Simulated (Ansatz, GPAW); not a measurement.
## tolane-4,4'-dithiol between two Cu chains: relaxation, then transmission at several levels

Aim: the conductance of tolane-4,4'-dithiol between two Cu chains after relaxation, and whether geometry, basis or functional moves it most.

Method: Ansatz plane waves; relaxation of the junction with the lead ends held, in the first sound run; inputs show where later runs differ, in GPAW 26.7.0 and Ansatz 0.2.0.

This is a report of a sequence of runs, with most program output left out.

### 1. The structure

The cell holds 36 atoms: 12 Cu, 2 S, 8 H and 14 C. Its edges and angles: a = 12.420 Å, b = 13.639 Å, c = 40.486 Å, α = 90.0°, β = 90.0°, γ = 90.0°. Regions: left lead, 6 atoms (6 Cu); channel, 24 atoms (2 S, 8 H and 14 C); right lead, 6 atoms (6 Cu). Vacuum lies along a and b. The structure is stacked along c, and the current runs across the ab planes.

### 2. Relaxing the atoms

Transmission follows bond lengths closely, so the atoms between the held lead ends are relaxed first, from a slightly shaken start that lets symmetry break.

input.yaml

```yaml
crystal:
  lattice:
    - [12.4199550294, 0.0, 0.0]
    - [0.0, 13.6394318595, 0.0]
    - [0.0, 0.0, 40.4856274977]
  atoms:
    - { symbol: Cu, position: [0.5, 0.5, 0.028405142] }
    - { symbol: Cu, position: [0.5, 0.5, 0.0852154261] }
    - { symbol: Cu, position: [0.5, 0.5, 0.1420257102] }
    - { symbol: Cu, position: [0.5, 0.5, 0.1988359943] }
    - { symbol: Cu, position: [0.4973192998, 0.4993666833, 0.2554512955] }
    - { symbol: Cu, position: [0.499427975, 0.5024608101, 0.3125551972] }
    - { symbol: S, position: [0.3966049584, 0.3864540459, 0.3395193175] }
    - { symbol: H, position: [0.5967226742, 0.4176258008, 0.3767516876] }
[... 24 atom lines left out ...]
    - { symbol: Cu, position: [0.5, 0.5, 0.8011640057] }
    - { symbol: Cu, position: [0.5, 0.5, 0.8579742898] }
    - { symbol: Cu, position: [0.5, 0.5, 0.9147845739] }
    - { symbol: Cu, position: [0.5, 0.5, 0.971594858] }
kpoints:
  mp_grid: { grid: [1, 1, 2] }
hamiltonian:
  xc: pbe
scf:
  occupations: { method: fermi_dirac, width: 0.1 }
relax:
  f_tol: 0.03
  max_steps: 80
  constraints: [{ sites: [0, 1, 2, 3, 32, 33, 34, 35] }]
```

Command:

```
$ ansatz run input.yaml --threads 4 --pin off --max-ram 8192MiB --backend cpu --events-out ev --progress --plain --runs-dir out
```

It took 58 min on 4 threads of Arm Neoverse N1, shared host; peak memory 7.3 GiB; 3.8 h of CPU time.

Step by step (22 of 34):

| step | energy less that of the first step (eV) | largest force component (eV/Å) |
| --- | --- | --- |
| 1 | 0.0000 | 4.4898 |
| 3 | -1.3232 | 1.4751 |
| 4 | -1.4929 | 0.2374 |
| 6 | -1.6539 | 0.1697 |
| 7 | -1.7345 | 0.1808 |
| 9 | -1.8383 | 0.0975 |
| 10 | -1.8618 | 0.1831 |
| 12 | -1.8922 | 0.1134 |
| 14 | -1.9255 | 0.1004 |
| 15 | -1.9410 | 0.1363 |
| 17 | -1.9751 | 0.2016 |
| 18 | -2.0021 | 0.1748 |
| 20 | -2.0437 | 0.1626 |
| 21 | -2.0606 | 0.1646 |
| 23 | -2.0922 | 0.0846 |
| 25 | -2.1120 | 0.0897 |
| 26 | -2.1181 | 0.1041 |
| 28 | -2.1314 | 0.1036 |
| 29 | -2.1372 | 0.1178 |
| 31 | -2.1432 | 0.0835 |
| 32 | -2.1468 | 0.0370 |
| 34 | -2.1496 | 0.0250 |

The atoms that moved most (Å):

| atom | dx | dy | dz | length |
| --- | --- | --- | --- | --- |
| H21 | 1.429 | 2.894 | -0.388 | 3.250 |
| H27 | 1.479 | 2.814 | -0.379 | 3.202 |
| H11 | -0.091 | 2.488 | 0.007 | 2.490 |
| H17 | -0.075 | 2.368 | 0.006 | 2.369 |
| C23 | 0.732 | 2.206 | -0.169 | 2.331 |
| C25 | 0.710 | 2.157 | -0.219 | 2.282 |
| C12 | -0.083 | 2.089 | 0.003 | 2.090 |
| C15 | -0.123 | 2.017 | -0.035 | 2.021 |

The relaxed structure:

```cif
data_structure
_symmetry_space_group_name_H-M 'P 1'
_symmetry_Int_Tables_number 1
_cell_length_a 12.4200
_cell_length_b 13.6394
_cell_length_c 40.4856
_cell_angle_alpha 90.000
_cell_angle_beta 90.000
_cell_angle_gamma 90.000
_cell_volume 6858.31
loop_
_atom_site_label
_atom_site_type_symbol
_atom_site_fract_x
_atom_site_fract_y
_atom_site_fract_z
_atom_site_occupancy
Cu1 Cu 0.50000 0.50000 0.02841 1
Cu2 Cu 0.50000 0.50000 0.08522 1
Cu3 Cu 0.50000 0.50000 0.14203 1
Cu4 Cu 0.50000 0.50000 0.19884 1
Cu5 Cu 0.54941 0.56819 0.24971 1
Cu6 Cu 0.47761 0.50653 0.29894 1
S7 S 0.37326 0.50988 0.34089 1
H8 H 0.58700 0.47502 0.37541 1
C9 C 0.41756 0.50842 0.38181 1
C10 C 0.52313 0.48867 0.39329 1
H11 H 0.25512 0.54218 0.39764 1
C12 C 0.33675 0.52625 0.40595 1
C13 C 0.54593 0.48590 0.42681 1
H14 H 0.62773 0.47027 0.43501 1
C15 C 0.35929 0.52321 0.43933 1
C16 C 0.46481 0.50254 0.45100 1
H17 H 0.29543 0.53675 0.45721 1
C18 C 0.48630 0.49897 0.48518 1
C19 C 0.50143 0.49598 0.51525 1
C20 C 0.52390 0.49161 0.54935 1
H21 H 0.69181 0.45303 0.54241 1
H22 H 0.36276 0.52804 0.56603 1
C23 C 0.62924 0.46814 0.56057 1
C24 C 0.44438 0.51017 0.57388 1
C25 C 0.65310 0.46418 0.59385 1
C26 C 0.46858 0.50670 0.60731 1
H27 H 0.73449 0.44593 0.60184 1
H28 H 0.40601 0.52201 0.62546 1
C29 C 0.57397 0.48422 0.61832 1
S30 S 0.62024 0.48193 0.65904 1
Cu31 Cu 0.51816 0.48812 0.70140 1
Cu32 Cu 0.45056 0.42687 0.75119 1
Cu33 Cu 0.50000 0.50000 0.80116 1
Cu34 Cu 0.50000 0.50000 0.85797 1
Cu35 Cu 0.50000 0.50000 0.91478 1
Cu36 Cu 0.50000 0.50000 0.97159 1
```

Numbers from this step:

| Property | Result |
| --- | --- |
| free energy | -84921.2126 eV |
| smearing term TS | 0.5203 eV |
| symmetry operations | 1 |

The relaxation lowered the energy of the cell by 2.15 eV.

### 3. Plane-wave reference (PBE)

A plane-wave run comes first: its basis does not favour the atoms, so it serves as the reference for the orbital bases.

This step: Ansatz plane waves; Landauer transmission by layers, zero bias (Ansatz 0.2.0).

input.yaml

```yaml
crystal:
  lattice:
    - [12.4199550294, 0.0, 0.0]
    - [0.0, 13.6394318595, 0.0]
    - [0.0, 0.0, 40.4856274977]
  atoms:
    - { symbol: Cu, position: [0.5, 0.5, 0.028405142] }
    - { symbol: Cu, position: [0.5, 0.5, 0.0852154261] }
    - { symbol: Cu, position: [0.5, 0.5, 0.1420257102] }
    - { symbol: Cu, position: [0.5, 0.5, 0.1988359943] }
    - { symbol: Cu, position: [0.5494108872, 0.5681871104, 0.2497138479] }
    - { symbol: Cu, position: [0.4776101163, 0.5065253259, 0.2989418445] }
    - { symbol: S, position: [0.3732648679, 0.5098814041, 0.3408912368] }
    - { symbol: H, position: [0.5869988585, 0.4750177965, 0.3754141766] }
[... 24 atom lines left out ...]
    - { symbol: Cu, position: [0.5, 0.5, 0.8011640057] }
    - { symbol: Cu, position: [0.5, 0.5, 0.8579742898] }
    - { symbol: Cu, position: [0.5, 0.5, 0.9147845739] }
    - { symbol: Cu, position: [0.5, 0.5, 0.971594858] }
kpoints:
  mp_grid: { grid: [1, 1, 2] }
hamiltonian:
  xc: pbe
scf:
  occupations: { method: fermi_dirac, width: 0.1 }
output:
  transmission:
    leads: [[0, 1]]
    e_range: [-2, 2]
    de: 0.025
    kmesh: [1, 1]
    reduced_basis: true
  write_potential: true
  write_density: true
  volumetric_format: npy
```

It took 11 min on 4 threads; peak memory 7.2 GiB.

The run ended with an error after its SCF cycle had converged; no result of it is taken.

The program's message: “Error: transmission: the layers need 6.93 GiB and 6.87 GiB are left: raise the memory limit; a lower cutoff, a narrower range of energies or a smaller cross-section takes less, and so, most of all in …”

### 4. Double-zeta polarised basis

The script solves lead and junction separately, takes H and S in the orbital basis, and joins semi-infinite leads through their self-energies; the dzp basis is the working standard.

This step: GPAW LCAO, PAW setups; Landauer transmission from Green's functions with principal layers (ASE), zero bias (GPAW 26.7.0).

run.py

```python
import json
import numpy as np
from ase import Atoms
from ase.transport.calculators import TransportCalculator
from gpaw import GPAW, FermiDirac
from gpaw.lcao.tools import get_lcao_hamiltonian
from scipy.linalg import eigh

# The junction with lead layers at both ends, along the third cell vector
device = Atoms(
    ['Cu', 'Cu', 'Cu', 'Cu', 'Cu', 'Cu', 'S', 'H', 'C', 'C', 'H', 'C', 'C', 'H', 'C', 'C', 'H', 'C', 'C', 'C', 'H', 'H', 'C', 'C', 'C', 'C', 'H', 'H', 'C', 'S', 'Cu', 'Cu', 'Cu', 'Cu', 'Cu', 'Cu'],
    positions=[
        [6.20998, 6.81972, 1.15000],
        [6.20998, 6.81972, 3.45000],
        [6.20998, 6.81972, 5.75000],
        [6.20998, 6.81972, 8.05000],
        [6.82366, 7.74975, 10.10982],
        [5.93190, 6.90872, 12.10285],
        [4.63593, 6.95449, 13.80120],
        [7.29050, 6.47897, 15.19888],
        [5.18608, 6.93458, 15.45780],
        [6.49727, 6.66514, 15.92255],
        [3.16862, 7.39501, 16.09850],
        [4.18244, 7.17777, 16.43507],
        [6.78037, 6.62740, 17.27967],
        [7.79638, 6.41417, 17.61159],
        [4.46235, 7.13635, 17.78664],
        [5.77296, 6.85435, 18.25917],
        [3.66921, 7.32103, 18.51057],
        [6.03977, 6.80572, 19.64267],
        [6.22774, 6.76492, 20.86024],
        [6.50682, 6.70532, 22.24087],
        [8.59231, 6.17912, 21.95975],
        [4.50548, 7.20215, 22.91627],
        [7.81514, 6.38517, 22.69517],
        [5.51916, 6.95838, 23.23377],
        [8.11152, 6.33113, 24.04259],
        [5.81973, 6.91107, 24.58713],
        [9.12229, 6.08227, 24.36568],
        [5.04259, 7.11989, 25.32210],
        [7.12866, 6.60445, 25.03294],
        [7.70335, 6.57323, 26.68184],
        [6.43554, 6.65774, 28.39669],
        [5.59598, 5.82227, 30.41254],
        [6.20998, 6.81972, 32.43563],
        [6.20998, 6.81972, 34.73563],
        [6.20998, 6.81972, 37.03563],
        [6.20998, 6.81972, 39.33563]],
    cell=[[12.41996, 0.0, 0.0], [0.0, 13.63943, 0.0], [0.0, 0.0, 40.48563]],
    pbc=True)

# One principal layer of the lead: the first 3 atoms of the device
lead = Atoms(
    ['Cu', 'Cu', 'Cu'],
    positions=[
        [6.20998, 6.81972, 1.15000],
        [6.20998, 6.81972, 3.45000],
        [6.20998, 6.81972, 5.75000]],
    cell=[[12.41996, 0.0, 0.0], [0.0, 13.63943, 0.0], [0.0, 0.0, 6.9]],
    pbc=True)

settings = dict(mode='lcao', basis='dzp', xc='PBE', h=0.2,
                occupations=FermiDirac(0.1), maxiter=250,
                mixer=dict(beta=0.1, nmaxold=8, weight=100.0),
                convergence=dict(density=0.0001))
energies = np.arange(-2, 2 + 1e-9, 0.025)
eta = 0.0001
n1, n2 = 1, 1
# k and -k transmit alike, so half of the mesh across the current serves
mesh = [(i, j) for i in range(n1) for j in range(n2) if (i, j) <= (-i % n1, -j % n2)]
weights = np.array([1 if (i, j) == (-i % n1, -j % n2) else 2 for i, j in mesh]) / (n1 * n2)

# [... helper functions left out ...]
fermi_lead = ground_state(lead, (1, 1, 16), 'lead.txt')
fermi_device = ground_state(device, (1, 1, 2), 'device.txt')
# [... loop over the mesh left out, but for ...]
        # Shift the lead onto the potential of the device's first layer
        shift = ((H[:, 0, 0] - H0[:, 0, 0]) / S0[0, 0]).real.mean()
# [...]
kT = 8.617333e-5 * 300
bias = [0.1, 0.2, 0.5, 1.0, 1.5, 2.0]
# [... integrals and printing left out ...]
```

Command:

```
$ OMP_NUM_THREADS=1 OPENBLAS_NUM_THREADS=1 python run.py
```

Elapsed: 4.8 min, on 1 thread; peak memory 2.3 GiB.

This step gave:

```yaml
conductance: 0.4619 G₀
largest_coupling_past_the_next_principal_layer: 4.59e-5 eV
largest_misfit_of_the_first_principal_layer: 0.05874 eV
shift_that_aligns_the_lead: -0.01555 eV
basis_functions_of_the_junction: 428
basis_functions_of_a_principal_layer: 45
transmission_at_the_fermi_level_one_spin: 0.5433
open_channels_of_the_lead_at_the_fermi_level_one_spin: 1
```

One spin. The transmission, zone mean by energy, zero at the Fermi level:

| energy (eV) | transmission, zone mean |
| --- | --- |
| -2.000 | 0.738 |
| -1.900 | 0.499 |
| -1.800 | 0.635 |
| -1.700 | 0.392 |
| -1.675 | 0.861 |
| -1.600 | 0.787 |
| -1.525 | 0.989 |
| -1.500 | 0.664 |
| -1.400 | 0.768 |
| -1.375 | 0.941 |
| -1.300 | 0.539 |
| -1.200 | 0.00491 |
| -1.100 | 0.103 |
| -1.000 | 0.236 |
| -0.900 | 0.532 |
| -0.800 | 0.0906 |
| -0.700 | 0.506 |
| -0.600 | 0.185 |
| -0.500 | 0.490 |
| -0.475 | 0.971 |
| -0.400 | 0.296 |
| -0.300 | 0.130 |
| -0.200 | 0.121 |
| -0.100 | 0.261 |
| -0.025 | 0.986 |
| 0.000 | 0.543 |
| 0.100 | 0.0322 |
| 0.200 | 0.00690 |
| 0.300 | 0.00239 |
| 0.400 | 0.00107 |
| 0.500 | 5.6e-4 |
| 0.600 | 3.3e-4 |
| 0.700 | 2.1e-4 |
| 0.800 | 1.5e-4 |
| 0.900 | 1.1e-4 |
| 1.000 | 9.0e-5 |
| 1.100 | 7.7e-5 |
| 1.200 | 6.9e-5 |
| 1.300 | 6.6e-5 |
| 1.400 | 6.6e-5 |
| 1.500 | 7.0e-5 |
| 1.600 | 8.0e-5 |
| 1.700 | 9.9e-5 |
| 1.800 | 1.3e-4 |
| 1.900 | 2.1e-4 |
| 2.000 | 4.4e-4 |

Crossings of the lead's bands, unfolded to its shortest repeat. Table of open channels, zone mean by energy, zero at the Fermi level:

| energy (eV) | open channels, zone mean |
| --- | --- |
| -2.000 | 1 |
| -1.900 | 1 |
| -1.800 | 1 |
| -1.700 | 3 |
| -1.600 | 3 |
| -1.500 | 3 |
| -1.400 | 3 |
| -1.300 | 3 |
| -1.200 | 4 |
| -1.100 | 4 |
| -1.000 | 4 |
| -0.900 | 4 |
| -0.800 | 6 |
| -0.700 | 6 |
| -0.600 | 6 |
| -0.500 | 4 |
| -0.400 | 4 |
| -0.300 | 4 |
| -0.200 | 3 |
| -0.100 | 1 |
| 0.000 | 1 |
| 0.100 | 1 |
| 0.200 | 1 |
| 0.300 | 1 |
| 0.400 | 1 |
| 0.500 | 1 |
| 0.600 | 1 |
| 0.700 | 1 |
| 0.800 | 1 |
| 0.900 | 1 |
| 1.000 | 1 |
| 1.100 | 1 |
| 1.200 | 1 |
| 1.300 | 1 |
| 1.400 | 1 |
| 1.500 | 1 |
| 1.600 | 1 |
| 1.700 | 1 |
| 1.800 | 1 |
| 1.900 | 1 |
| 2.000 | 1 |

Not self-consistent under bias; the bias window is split evenly. Current through one cell, from the zero-bias transmission against bias:

| bias (V) | current through one cell, from the zero-bias transmission (μA) |
| --- | --- |
| 0.100 | 3.33 |
| 0.200 | 5.52 |
| 0.500 | 8.03 |
| 1.000 | 14.7 |
| 1.500 | 21.5 |
| 2.000 | 28.0 |

The transmission of the three most open eigenchannels by energy, zero at the Fermi level:

| energy (eV) | channel 1 | channel 2 | channel 3 |
| --- | --- | --- | --- |
| -2.000 | 0.738 | 0 | 0 |
| -1.800 | 0.635 | 0 | 0 |
| -1.600 | 0.787 | 5.0e-9 | 7.6e-10 |
| -1.400 | 0.768 | 2.5e-5 | 1.2e-8 |
| -1.200 | 0.00462 | 2.9e-4 | 1.7e-7 |
| -1.000 | 0.236 | 1.2e-5 | 6.5e-8 |
| -0.800 | 0.0905 | 8.3e-5 | 4.2e-9 |
| -0.600 | 0.185 | 4.4e-6 | 2.9e-10 |
| -0.400 | 0.296 | 2.6e-8 | 5.1e-11 |
| -0.200 | 0.121 | 6.0e-10 | 2.6e-11 |
| 0.000 | 0.543 | 0 | 0 |
| 0.200 | 0.00690 | 0 | 0 |
| 0.400 | 0.00107 | 0 | 0 |
| 0.600 | 3.3e-4 | 0 | 0 |
| 0.800 | 1.5e-4 | 0 | 0 |
| 1.000 | 9.0e-5 | 0 | 0 |
| 1.200 | 6.9e-5 | 0 | 0 |
| 1.400 | 6.6e-5 | 0 | 0 |
| 1.600 | 8.0e-5 | 0 | 0 |
| 1.800 | 1.3e-4 | 0 | 0 |
| 2.000 | 4.4e-4 | 0 | 0 |

Couplings past the next layer reach 4.6e-5 eV, small enough to drop; the matrix elements of the cell's first layer differ from the bulk lead's by up to 0.059 eV. That layer keeps its own values in the calculation, and only beyond it is the lead taken as perfect. The Fermi levels of lead and junction count from different zeros of potential, one for each periodic cell; with both set to zero, the small remaining shift is what aligns them. By hand: G = 0.4619 × 77.48 μS = 35.8 μS, a resistance of 27.9 kΩ; at 0.1 V a linear junction would pass 3.58 μA, and the integral over the bias window gives 3.33 μA.

### 5. Single-zeta polarised basis

The second zeta is dropped, the polarisation orbitals stay.

run.py, as its differences from that of step 4:

```diff
@@ -61,3 +61,3 @@
 
-settings = dict(mode='lcao', basis='dzp', xc='PBE', h=0.2,
+settings = dict(mode='lcao', basis='szp(dzp)', xc='PBE', h=0.2,
                 occupations=FermiDirac(0.1), maxiter=250,
```

The job ended after 4 min (1 thread; peak memory 2.2 GiB).

Numbers from this step:

```
conductance                                    : 0.2625 G₀
largest coupling past the next principal layer : 4.61e-5 eV
largest misfit of the first principal layer    : 0.04759 eV
shift that aligns the lead                     : -0.001360 eV
basis functions of the junction                : 284
basis functions of a principal layer           : 27
transmission at the Fermi level (one spin)     : 0.1512
```

One spin. The transmission, zone mean by energy, zero at the Fermi level:

| energy (eV) | transmission, zone mean |
| --- | --- |
| -2.000 | 0.581 |
| -1.900 | 0.456 |
| -1.800 | 0.709 |
| -1.700 | 0.917 |
| -1.675 | 0.978 |
| -1.600 | 0.387 |
| -1.500 | 0.768 |
| -1.475 | 0.971 |
| -1.400 | 0.655 |
| -1.300 | 0.130 |
| -1.200 | 0.00327 |
| -1.100 | 0.0109 |
| -1.000 | 0.166 |
| -0.900 | 0.245 |
| -0.800 | 0.480 |
| -0.700 | 0.152 |
| -0.600 | 0.174 |
| -0.500 | 0.759 |
| -0.450 | 0.944 |
| -0.400 | 0.431 |
| -0.300 | 0.174 |
| -0.200 | 0.194 |
| -0.100 | 0.707 |
| -0.075 | 0.981 |
| 0.000 | 0.151 |
| 0.100 | 0.0182 |
| 0.200 | 0.00500 |
| 0.300 | 0.00198 |
| 0.400 | 9.7e-4 |
| 0.500 | 5.6e-4 |
| 0.600 | 3.5e-4 |
| 0.700 | 2.5e-4 |
| 0.800 | 1.9e-4 |
| 0.900 | 1.6e-4 |
| 1.000 | 1.4e-4 |
| 1.100 | 1.3e-4 |
| 1.200 | 1.3e-4 |
| 1.300 | 1.5e-4 |
| 1.400 | 1.8e-4 |
| 1.500 | 2.5e-4 |
| 1.600 | 4.1e-4 |
| 1.700 | 9.3e-4 |
| 1.800 | 0.00511 |
| 1.900 | 0.0250 |
| 2.000 | 0.00136 |

Not self-consistent under bias; the bias window is split evenly. The current through one cell, from the zero-bias transmission by bias:

| bias (V) | current through one cell, from the zero-bias transmission (μA) |
| --- | --- |
| 0.100 | 2.21 |
| 0.200 | 4.80 |
| 0.500 | 9.13 |
| 1.000 | 16.6 |
| 1.500 | 22.1 |
| 2.000 | 27.2 |

Table of transmission of the three most open eigenchannels by energy, zero at the Fermi level:

| energy (eV) | channel 1 | channel 2 | channel 3 |
| --- | --- | --- | --- |
| -2.000 | 0.581 | 0 | 0 |
| -1.900 | 0.456 | 0 | 0 |
| -1.800 | 0.709 | 0 | 0 |
| -1.700 | 0.917 | 2.4e-9 | 1.7e-10 |
| -1.600 | 0.387 | 8.0e-8 | 1.4e-10 |
| -1.500 | 0.768 | 2.6e-8 | 7.2e-12 |
| -1.400 | 0.655 | 6.0e-5 | 4.4e-12 |
| -1.300 | 0.130 | 9.0e-7 | 2.3e-10 |
| -1.200 | 0.00321 | 5.6e-5 | 2.3e-9 |
| -1.100 | 0.0108 | 1.4e-4 | 7.0e-9 |
| -1.000 | 0.166 | 9.4e-5 | 4.8e-9 |
| -0.900 | 0.245 | 8.7e-6 | 2.0e-9 |
| -0.800 | 0.480 | 8.2e-6 | 2.3e-9 |
| -0.700 | 0.152 | 4.4e-5 | 6.5e-10 |
| -0.600 | 0.174 | 2.5e-5 | 3.2e-10 |
| -0.500 | 0.759 | 3.5e-6 | 8.3e-11 |
| -0.400 | 0.431 | 9.4e-8 | 1.0e-11 |
| -0.300 | 0.174 | 1.6e-8 | 2.9e-12 |
| -0.200 | 0.194 | 1.9e-9 | 0 |
| -0.100 | 0.707 | 0 | 0 |
| 0.000 | 0.151 | 0 | 0 |
| 0.100 | 0.0182 | 0 | 0 |
| 0.200 | 0.00500 | 0 | 0 |
| 0.300 | 0.00198 | 0 | 0 |
| 0.400 | 9.7e-4 | 0 | 0 |
| 0.500 | 5.6e-4 | 0 | 0 |
| 0.600 | 3.5e-4 | 0 | 0 |
| 0.700 | 2.5e-4 | 0 | 0 |
| 0.800 | 1.9e-4 | 0 | 0 |
| 0.900 | 1.6e-4 | 0 | 0 |
| 1.000 | 1.4e-4 | 0 | 0 |
| 1.100 | 1.3e-4 | 0 | 0 |
| 1.200 | 1.3e-4 | 0 | 0 |
| 1.300 | 1.5e-4 | 0 | 0 |
| 1.400 | 1.8e-4 | 0 | 0 |
| 1.500 | 2.5e-4 | 0 | 0 |
| 1.600 | 4.1e-4 | 0 | 0 |
| 1.700 | 9.3e-4 | 0 | 0 |
| 1.800 | 0.00511 | 0 | 0 |
| 1.900 | 0.0250 | 0 | 0 |
| 2.000 | 0.00136 | 0 | 0 |

The conductance, 0.262 G₀, lies 43 % below that of the dzp run.

### 6. Minimal basis

One function for each valence shell of the setup, as for a first survey of a large system.

run.py, as its differences from that of step 5:

```diff
@@ -61,3 +61,3 @@
 
-settings = dict(mode='lcao', basis='szp(dzp)', xc='PBE', h=0.2,
+settings = dict(mode='lcao', basis='sz(dzp)', xc='PBE', h=0.2,
                 occupations=FermiDirac(0.1), maxiter=250,
```

It took 2.7 min on 1 thread; peak memory 2.1 GiB.

This step gave:

- conductance: 0.1127 G₀
- largest coupling past the next principal layer: 4.64e-5 eV
- largest misfit of the first principal layer: 0.03245 eV
- shift that aligns the lead: 0.002779 eV
- basis functions of the junction: 144
- basis functions of a principal layer: 18
- transmission at the Fermi level (one spin): 0.04865

The conductance, 0.113 G₀, lies 76 % below that of the dzp run.

### 7. RPBE in the dzp basis: xc = "RPBE"

Back in the dzp basis, the functional changes from PBE to RPBE, to set the spread between functionals beside that between bases.

run.py, as its differences from that of step 6:

```diff
@@ -61,3 +61,3 @@
 
-settings = dict(mode='lcao', basis='sz(dzp)', xc='PBE', h=0.2,
+settings = dict(mode='lcao', basis='dzp', xc='RPBE', h=0.2,
                 occupations=FermiDirac(0.1), maxiter=250,
```

The job ended after 4.8 min (1 thread; peak memory 2.3 GiB).

This step gave:

```
conductance                                    : 0.4500 G₀
largest coupling past the next principal layer : 5.01e-5 eV
largest misfit of the first principal layer    : 0.05431 eV
shift that aligns the lead                     : -0.01158 eV
basis functions of the junction                : 428
basis functions of a principal layer           : 45
transmission at the Fermi level (one spin)     : 0.4934
```

One spin. Table of transmission, zone mean by energy, zero at the Fermi level:

| energy (eV) | transmission, zone mean |
| --- | --- |
| -2.000 | 0.785 |
| -1.800 | 0.655 |
| -1.675 | 0.926 |
| -1.600 | 0.775 |
| -1.525 | 0.977 |
| -1.400 | 0.418 |
| -1.375 | 0.986 |
| -1.200 | 0.00434 |
| -1.000 | 0.248 |
| -0.800 | 0.104 |
| -0.600 | 0.194 |
| -0.475 | 0.989 |
| -0.400 | 0.288 |
| -0.200 | 0.124 |
| -0.025 | 0.965 |
| 0.000 | 0.493 |
| 0.200 | 0.00683 |
| 0.400 | 0.00107 |
| 0.600 | 3.3e-4 |
| 0.800 | 1.5e-4 |
| 1.000 | 9.0e-5 |
| 1.200 | 6.9e-5 |
| 1.400 | 6.5e-5 |
| 1.600 | 7.8e-5 |
| 1.800 | 1.3e-4 |
| 2.000 | 3.9e-4 |

The conductance, 0.450 G₀, lies 2.6 % below that of the dzp run.

[end of part 1 of 2]

[Logs are printed without paths, hosts, clocks, repeated set-up lines and the standing remarks that a program may print on its own settings, such as how far it seeks lower states.]

[Hosts, paths, dates, database ids (printed as entryN), source tags and the programs' standing remarks are cut or masked in the printed files.]
